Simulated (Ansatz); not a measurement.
Consider NaNiCl3 (cubic perovskite) (Pm-3m).

The structure was built from a prototype and need not be the compound's stable phase.

```
Na Ni Cl
1.0
     0.00000   -4.62085    0.00000
     0.00000    0.00000    4.62085
    -4.62085    0.00000    0.00000
Na Ni Cl
1 1 3
Direct
  0.00000 0.00000 0.00000
  0.50000 0.50000 0.50000
  0.50000 0.50000 0.00000
  0.50000 0.00000 0.50000
  0.00000 0.50000 0.50000
```

The structure was relaxed with PBEsol. The structure type comes from a generator and need not be one that this composition takes. The structure was generated from a model, not taken from a measurement. The runs that relaxed it are not among those shown. The program's search for lower electronic states was switched off, so nothing shows that the state found is the lowest. PAW set soft_2, made with PBE.

A constrained-RPA run (Ansatz 0.2.0; non-magnetic PBEsol; Ni d, bands v4 to c1, 4×4×4 mesh, medium accuracy) builds 5 functions on bands 3.2 eV wide, with 8.0 electrons in the window. The bare on-site interaction is 18.4 eV and the bare J 0.59 eV.

**Question.** Estimate U, U′ and J.

On the Ni d shell, U = 4.37 eV (24 % of the bare value), U′ = 3.41 eV, J = 0.47 eV.

The parent state is non-magnetic and the interaction static (zero frequency); U depends on the window and the orbitals, so it belongs to this model alone.

[Paths, hosts, dates, memory and timing lines, banners, echoed tables and standing remarks are left out of the program output.]

[Logs are printed without paths, hosts, clocks, repeated set-up lines and the standing remarks that a program may print on its own settings, such as how far it seeks lower states.]

[Runs of the session that timed out or met a known fault of the program may be left out.]

[Hosts, paths, dates, database ids (printed as entryN), source tags and the programs' standing remarks are cut or masked in the printed files.]
